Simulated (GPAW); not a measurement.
# The Mg K excitation threshold of MgNi3C (Pm-3m) under uniform strain

For each volume the threshold was computed as E(hole, excited electron kept) − E(ground) (GPAW, LDA, 10-atom cell, total energies on 6×6×6 k points, hole spin-polarised). The values are raw; only their change is used. The threshold is the spectrum's zero, where absorption may be weak, not the visible edge.

| volume | ln(V/V₀) | threshold (eV) |
| --- | --- | --- |
| V × 0.97 | -0.03046 | ? |
| V × 1 | +0.00000 | 1293.955 |
| V × 1.06 | +0.05827 | 1294.101 |
| V × 1.09 | +0.08618 | 1294.172 |

Fit a straight line in ln(V/V₀), give its slope, and predict the threshold at V × 0.97.

The means of the given rows are x̄ = +0.04815 and Ē = 1294.076 eV. Σ(x − x̄)(E − Ē) = 0.00973 and Σ(x − x̄)² = 0.003867, so the slope is +2.52 eV, and the line passes the given rows within 0.000 eV. At x = -0.03046 it gives 1294.076 + (+2.52) × (-0.07861) = 1293.878 eV. The run gives 1293.881 eV, a miss of -0.003 eV over a total move of +0.291 eV. The slope is the clamped-ion volume deformation potential of the Fermi level against the Mg 1s level, with the hole's relaxation included: the threshold rises by 0.025 eV for 1 % of expansion. The excited electron's band filling changes with volume too and isn't taken out.

[Hosts, paths, dates, database ids (printed as entryN), source tags and the programs' standing remarks are cut or masked in the printed files.]

[Lists of maxima count a maximum above −3 eV only where it reaches 4 % of the highest in the window and stands out from its surroundings by 2 % of it (1.5 % where it reaches 55 %); shoulders and weaker maxima are passed over, and of the rest the first, up to two pre-edge ones and the few strongest are named.]
